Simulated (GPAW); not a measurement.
# A Pd chain with CO on top of one atom: relaxation, then transmission at several levels

Aim: the conductance of a Pd chain with CO on top of one atom after relaxation, and whether geometry, basis or functional moves it most.

Method: GPAW LCAO, PAW setups; relaxation of the junction within the symmetry of its start, lead ends held, in the first sound run; inputs show where later runs differ, in GPAW 26.7.0.

**1. Starting point**

The cell holds 19 atoms: 17 Pd, 1 C and 1 O. Cell: a = 9.000 Å, b = 9.000 Å, c = 42.500 Å, α = 90.0°, β = 90.0°, γ = 90.0°. Regions: left lead, 8 atoms (8 Pd); channel, 3 atoms (1 Pd, 1 C and 1 O); right lead, 8 atoms (8 Pd). Vacuum lies along a and b. The structure is stacked along c, and the current runs across the ab planes.

**2. Relaxation**

Transmission follows bond lengths closely, so the atoms between the held lead ends are relaxed first, within whatever symmetry the start has.

The input, run.py:

```python
import json
from ase import Atoms
from ase.constraints import FixAtoms
from ase.optimize import BFGS
from gpaw import GPAW, FermiDirac

device = Atoms(
    ['Pd', 'Pd', 'Pd', 'Pd', 'Pd', 'Pd', 'Pd', 'Pd', 'Pd', 'C', 'O', 'Pd', 'Pd', 'Pd', 'Pd', 'Pd', 'Pd', 'Pd', 'Pd'],
    positions=[
        [4.50000, 4.50000, 1.25000],
        [4.50000, 4.50000, 3.75000],
        [4.50000, 4.50000, 6.25000],
        [4.50000, 4.50000, 8.75000],
        [4.50000, 4.50000, 11.25000],
        [4.50000, 4.50000, 13.75000],
        [4.50000, 4.50000, 16.25000],
        [4.50000, 4.50000, 18.75000],
        [4.50000, 4.50000, 21.25000],
        [6.25850, 4.50000, 21.25000],
        [7.41850, 4.50000, 21.25000],
        [4.50000, 4.50000, 23.75000],
        [4.50000, 4.50000, 26.25000],
        [4.50000, 4.50000, 28.75000],
        [4.50000, 4.50000, 31.25000],
        [4.50000, 4.50000, 33.75000],
        [4.50000, 4.50000, 36.25000],
        [4.50000, 4.50000, 38.75000],
        [4.50000, 4.50000, 41.25000]],
    cell=[[9.0, 0.0, 0.0], [0.0, 9.0, 0.0], [0.0, 0.0, 42.5]],
    pbc=True)

device.set_constraint(FixAtoms([0, 1, 2, 3, 4, 5, 6, 12, 13, 14, 15, 16, 17, 18]))
device.calc = GPAW(mode='lcao', basis='dzp', xc='PBE', h=0.18,
                   kpts={'size': (1, 1, 2), 'gamma': True},
                   symmetry={'tolerance': 1e-3, 'extra_ids': [1, 1, 1, 1, 1, 1, 1, 0, 0, 0, 0, 0, 1, 1, 1, 1, 1, 1, 1]},
                   occupations=FermiDirac(0.1), maxiter=250,
                   mixer=dict(beta=0.1, nmaxold=8, weight=100.0),
                   convergence=dict(density=0.0001), txt='relax.txt')
path = []
opt = BFGS(device, maxstep=0.15)
opt.attach(lambda: path.append((device.get_potential_energy(), device.positions.tolist(), device.get_forces().tolist())))
relaxed = bool(opt.run(fmax=0.05, steps=50))
json.dump(dict(relaxed=relaxed, path=path, positions=device.positions.tolist(), moments=device.get_magnetic_moments().tolist(),
               forces=device.get_forces(apply_constraint=False).tolist()), open('result.json', 'w'))
```

Run with:

```bash
OMP_NUM_THREADS=1 OPENBLAS_NUM_THREADS=1 python run.py
```

The log of the run:

```text
Step          Energy          fmax
BFGS:    0      -28.934267        2.225421
BFGS:    1      -29.019677        0.980556
BFGS:    2      -29.055615        0.353154
BFGS:    3      -29.061695        0.488713
BFGS:    4      -29.064647        0.750566
BFGS:    5      -29.069553        0.309361
BFGS:    6      -29.077235        0.427334
BFGS:    7      -29.089672        0.622741
BFGS:    8      -29.103615        1.852285
BFGS:    9      -29.136198        1.410547
BFGS:   10      -29.304929        0.615672
BFGS:   11      -29.443520        0.525076
BFGS:   12      -29.535913        0.429057
BFGS:   13      -29.588914        0.239442
BFGS:   14      -29.599890        0.099719
BFGS:   15      -29.601571        0.154598
BFGS:   16      -29.603492        0.159221
BFGS:   17      -29.599604        0.423923
BFGS:   18      -29.605574        0.081486
BFGS:   19      -29.605826        0.052345
BFGS:   20      -29.603887        0.093029
BFGS:   21      -29.606092        0.053593
BFGS:   22      -29.606054        0.047383
```

The job ended after 67 min (1 thread of Arm Neoverse V2, shared host; peak memory 2.4 GiB).

Step by step (22 of 23):

```
step  energy less that of the first step (eV)  largest force (eV/Å)
   1                                   0.0000                2.2254
   2                                  -0.0844                0.9806
   3                                  -0.1197                0.3532
   4                                  -0.1258                0.4887
   5                                  -0.1286                0.7506
   6                                  -0.1337                0.3094
   7                                  -0.1419                0.4273
   8                                  -0.1540                0.6227
   9                                  -0.1662                1.8523
  10                                  -0.1984                1.4105
  11                                  -0.3609                0.6157
  13                                  -0.5846                0.4291
  14                                  -0.6412                0.2394
  15                                  -0.6557                0.0997
  16                                  -0.6585                0.1546
  17                                  -0.6624                0.1592
  18                                  -0.6688                0.4239
  19                                  -0.6682                0.0815
  20                                  -0.6679                0.0523
  21                                  -0.6618                0.0930
  22                                  -0.6664                0.0536
  23                                  -0.6679                0.0474
```

The atoms that moved most (Å):

```
atom      dx     dy      dz  length
 Pd8   0.824  0.000   0.152   0.838
Pd12   0.824  0.000  -0.152   0.838
 Pd9  -0.544  0.000   0.000   0.544
 C10  -0.419  0.000   0.000   0.419
 O11  -0.385  0.000   0.000   0.385
```

The relaxation lowered the energy of the cell by 0.668 eV (energies extrapolated to zero smearing; the optimiser's log prints free energies). The largest force left on a free atom is 0.047 eV/Å.

**3. Double-zeta polarised basis**

Localised orbitals split the wire into layers that couple to their neighbours alone, which is what the Green's function method needs; double zeta with polarisation is the usual level for numbers.

This step: GPAW LCAO, PAW setups; Landauer transmission from Green's functions with principal layers (ASE), zero bias (GPAW 26.7.0).

The input, run.py:

```python
import json
import numpy as np
from ase import Atoms
from ase.transport.calculators import TransportCalculator
from gpaw import GPAW, FermiDirac
from gpaw.lcao.tools import get_lcao_hamiltonian
from scipy.linalg import eigh

# The junction with lead layers at both ends, along the third cell vector
device = Atoms(
    ['Pd', 'Pd', 'Pd', 'Pd', 'Pd', 'Pd', 'Pd', 'Pd', 'Pd', 'C', 'O', 'Pd', 'Pd', 'Pd', 'Pd', 'Pd', 'Pd', 'Pd', 'Pd'],
    positions=[
        [4.50000, 4.50000, 1.25000],
        [4.50000, 4.50000, 3.75000],
        [4.50000, 4.50000, 6.25000],
        [4.50000, 4.50000, 8.75000],
        [4.50000, 4.50000, 11.25000],
        [4.50000, 4.50000, 13.75000],
        [4.50000, 4.50000, 16.25000],
        [5.32385, 4.50000, 18.90159],
        [3.95561, 4.50000, 21.25000],
        [5.83993, 4.50000, 21.25000],
        [7.03353, 4.50000, 21.25000],
        [5.32385, 4.50000, 23.59841],
        [4.50000, 4.50000, 26.25000],
        [4.50000, 4.50000, 28.75000],
        [4.50000, 4.50000, 31.25000],
        [4.50000, 4.50000, 33.75000],
        [4.50000, 4.50000, 36.25000],
        [4.50000, 4.50000, 38.75000],
        [4.50000, 4.50000, 41.25000]],
    cell=[[9.0, 0.0, 0.0], [0.0, 9.0, 0.0], [0.0, 0.0, 42.5]],
    pbc=True)

# One principal layer of the lead: the first 5 atoms of the device
lead = Atoms(
    ['Pd', 'Pd', 'Pd', 'Pd', 'Pd'],
    positions=[
        [4.50000, 4.50000, 1.25000],
        [4.50000, 4.50000, 3.75000],
        [4.50000, 4.50000, 6.25000],
        [4.50000, 4.50000, 8.75000],
        [4.50000, 4.50000, 11.25000]],
    cell=[[9.0, 0.0, 0.0], [0.0, 9.0, 0.0], [0.0, 0.0, 12.5]],
    pbc=True)

settings = dict(mode='lcao', basis='dzp', xc='PBE', h=0.18,
                occupations=FermiDirac(0.1), maxiter=250,
                mixer=dict(beta=0.1, nmaxold=8, weight=100.0),
                convergence=dict(density=0.0001))
energies = np.arange(-2, 2 + 1e-9, 0.025)
eta = 0.0001
n1, n2 = 1, 1
# k and -k transmit alike, so half of the mesh across the current serves
mesh = [(i, j) for i in range(n1) for j in range(n2) if (i, j) <= (-i % n1, -j % n2)]
weights = np.array([1 if (i, j) == (-i % n1, -j % n2) else 2 for i, j in mesh]) / (n1 * n2)

# [... helper functions left out ...]
fermi_lead = ground_state(lead, (1, 1, 9), 'lead.txt')
fermi_device = ground_state(device, (1, 1, 2), 'device.txt')
# [... loop over the mesh left out, but for ...]
        # Shift the lead onto the potential of the device's first layer
        shift = ((H[:, 0, 0] - H0[:, 0, 0]) / S0[0, 0]).real.mean()
# [...]
kT = 8.617333e-5 * 300
bias = [0.1, 0.2, 0.5, 1.0, 1.5, 2.0]
# [... integrals and printing left out ...]
```

The log of the run:

```text
basis functions: device 485, principal layer 135
Fermi level: lead -4.0196 eV, device -3.8609 eV; lead shifted by 0.0003 eV
largest coupling past the next layer 1.07e-04 eV, largest misfit of the first layer 0.061 eV
  E-E_F (eV)   T (one spin)  [channel counts left out]
    -2.000    3.3882e-02
    -1.975    1.6093e-01
    -1.950    5.6862e-01
    -1.925    7.5342e-02
    -1.900    3.4421e-02
    -1.875    2.5023e-02
    -1.850    2.2296e-02
    -1.825    2.2149e-02
    -1.800    2.3445e-02
    -1.775    2.5868e-02
    -1.750    2.9435e-02
    -1.725    3.4375e-02
    -1.700    4.1140e-02
    -1.675    5.0492e-02
    -1.650    6.3698e-02
    -1.625    8.2904e-02
[...]
1.825    3.9185e-01
     1.850    2.6896e-01
     1.875    1.5515e-01
     1.900    6.6914e-02
     1.925    1.4975e-02
     1.950    3.4334e-05
     1.975    1.4542e-02
     2.000    4.7841e-02
conductance at 300 K: 0.43552 G0 a cell; thermopower -2.309 uV/K
current from the zero-bias T(E) at 0.1 V: 3.3624 uA
current from the zero-bias T(E) at 0.2 V: 6.6556 uA
current from the zero-bias T(E) at 0.5 V: 16.208 uA
current from the zero-bias T(E) at 1.0 V: 41.07 uA
current from the zero-bias T(E) at 1.5 V: 81.421 uA
current from the zero-bias T(E) at 2.0 V: 109.37 uA
```

The job ended after 7.2 min (1 thread; peak memory 2.6 GiB).

This step gave:

```
conductance                                    : 0.4355 G₀
largest coupling past the next principal layer : 1.07e-4 eV
largest misfit of the first principal layer    : 0.06108 eV
shift that aligns the lead                     : 3.43e-4 eV
basis functions of the junction                : 485
basis functions of a principal layer           : 135
transmission at the Fermi level (one spin)     : 0.4395
```

One spin. Transmission, zone mean against energy, zero at the Fermi level:

```
energy (eV)  transmission, zone mean
     -2.000                   0.0339
     -1.900                   0.0344
     -1.800                   0.0234
     -1.700                   0.0411
     -1.600                    0.112
     -1.500                    0.572
     -1.450                    0.998
     -1.400                    0.648
     -1.300                    0.251
     -1.200                    0.192
     -1.100                    0.221
     -1.000                    0.343
     -0.900                    0.535
     -0.800                    0.689
     -0.700                     1.07
     -0.625                     2.12
     -0.600                     2.03
     -0.500                     1.81
     -0.400                    0.624
     -0.375                     1.85
     -0.300                    0.395
     -0.200                    0.364
     -0.100                    0.407
      0.000                    0.440
      0.100                    0.435
      0.200                    0.436
      0.300                    0.501
      0.400                    0.572
      0.500                    0.647
      0.600                    0.718
      0.700                    0.780
      0.800                    0.833
      0.900                    0.876
      1.000                    0.909
      1.100                    0.934
      1.200                    0.950
      1.300                    0.959
      1.350                    0.961
      1.400                    0.959
      1.500                    0.950
      1.600                    0.915
      1.700                    0.809
      1.800                    0.509
      1.900                   0.0669
      2.000                   0.0478
```

Not self-consistent under bias; the bias window is split evenly. Current through one cell, from the zero-bias transmission against bias:

```
bias (V)  current through one cell, from the zero-bias transmission (μA)
   0.100                                                            3.36
   0.200                                                            6.66
   0.500                                                            16.2
   1.000                                                            41.1
   1.500                                                            81.4
   2.000                                                             109
```

Table of transmission of the three most open eigenchannels by energy, zero at the Fermi level:

```
energy (eV)  channel 1  channel 2  channel 3
     -2.000     0.0278    0.00602     3.0e-5
     -1.900     0.0241     0.0103     7.1e-5
     -1.800     0.0184    0.00489     1.3e-4
     -1.700     0.0381    0.00280     2.2e-4
     -1.600      0.109    0.00236     3.5e-4
     -1.500      0.569    0.00261     5.8e-4
     -1.400      0.643    0.00361     1.0e-3
     -1.300      0.243    0.00626    0.00180
     -1.200      0.175     0.0138    0.00327
     -1.100      0.176     0.0385    0.00563
     -1.000      0.221      0.110     0.0106
     -0.900      0.328      0.182     0.0191
     -0.800      0.450      0.175     0.0541
     -0.700      0.659      0.237      0.166
     -0.600      0.884      0.827      0.306
     -0.500      0.944      0.710      0.150
     -0.400      0.546     0.0764     9.1e-4
     -0.300      0.230      0.129     0.0336
     -0.200      0.214      0.129     0.0164
     -0.100      0.290     0.0997     0.0137
      0.000      0.372     0.0554    0.00967
      0.100      0.422     0.0103    0.00199
      0.200      0.436     3.6e-6    1.1e-12
      0.300      0.501     3.7e-6          0
      0.400      0.572     3.7e-6          0
      0.500      0.647     3.8e-6          0
      0.600      0.718     3.8e-6          0
      0.700      0.780     3.9e-6          0
      0.800      0.833     3.9e-6          0
      0.900      0.876     4.0e-6          0
      1.000      0.909     4.0e-6          0
      1.100      0.934     4.1e-6          0
      1.200      0.950     4.1e-6          0
      1.300      0.959     4.2e-6          0
      1.400      0.959     4.2e-6          0
      1.500      0.950     4.3e-6          0
      1.600      0.915     4.4e-6          0
      1.700      0.809     4.4e-6          0
      1.800      0.509     4.5e-6          0
      1.900     0.0669     4.5e-6          0
      2.000     0.0478     4.7e-6          0
```

Couplings past the next layer reach 1.1e-4 eV, small enough to drop; the matrix elements of the cell's first layer differ from the bulk lead's by up to 0.061 eV. That layer keeps its own values in the calculation, and only beyond it is the lead taken as perfect. The Fermi levels of lead and junction count from different zeros of potential, one for each periodic cell; with both set to zero, the small remaining shift is what aligns them. By hand: G = 0.4355 × 77.48 μS = 33.7 μS, a resistance of 29.6 kΩ; at 0.1 V a linear junction would pass 3.37 μA, and the integral over the bias window gives 3.36 μA.

[end of part 1 of 3]

[Logs are printed without paths, hosts, clocks, repeated set-up lines and the standing remarks that a program may print on its own settings, such as how far it seeks lower states.]

[Hosts, paths, dates, database ids (printed as entryN), source tags and the programs' standing remarks are cut or masked in the printed files.]
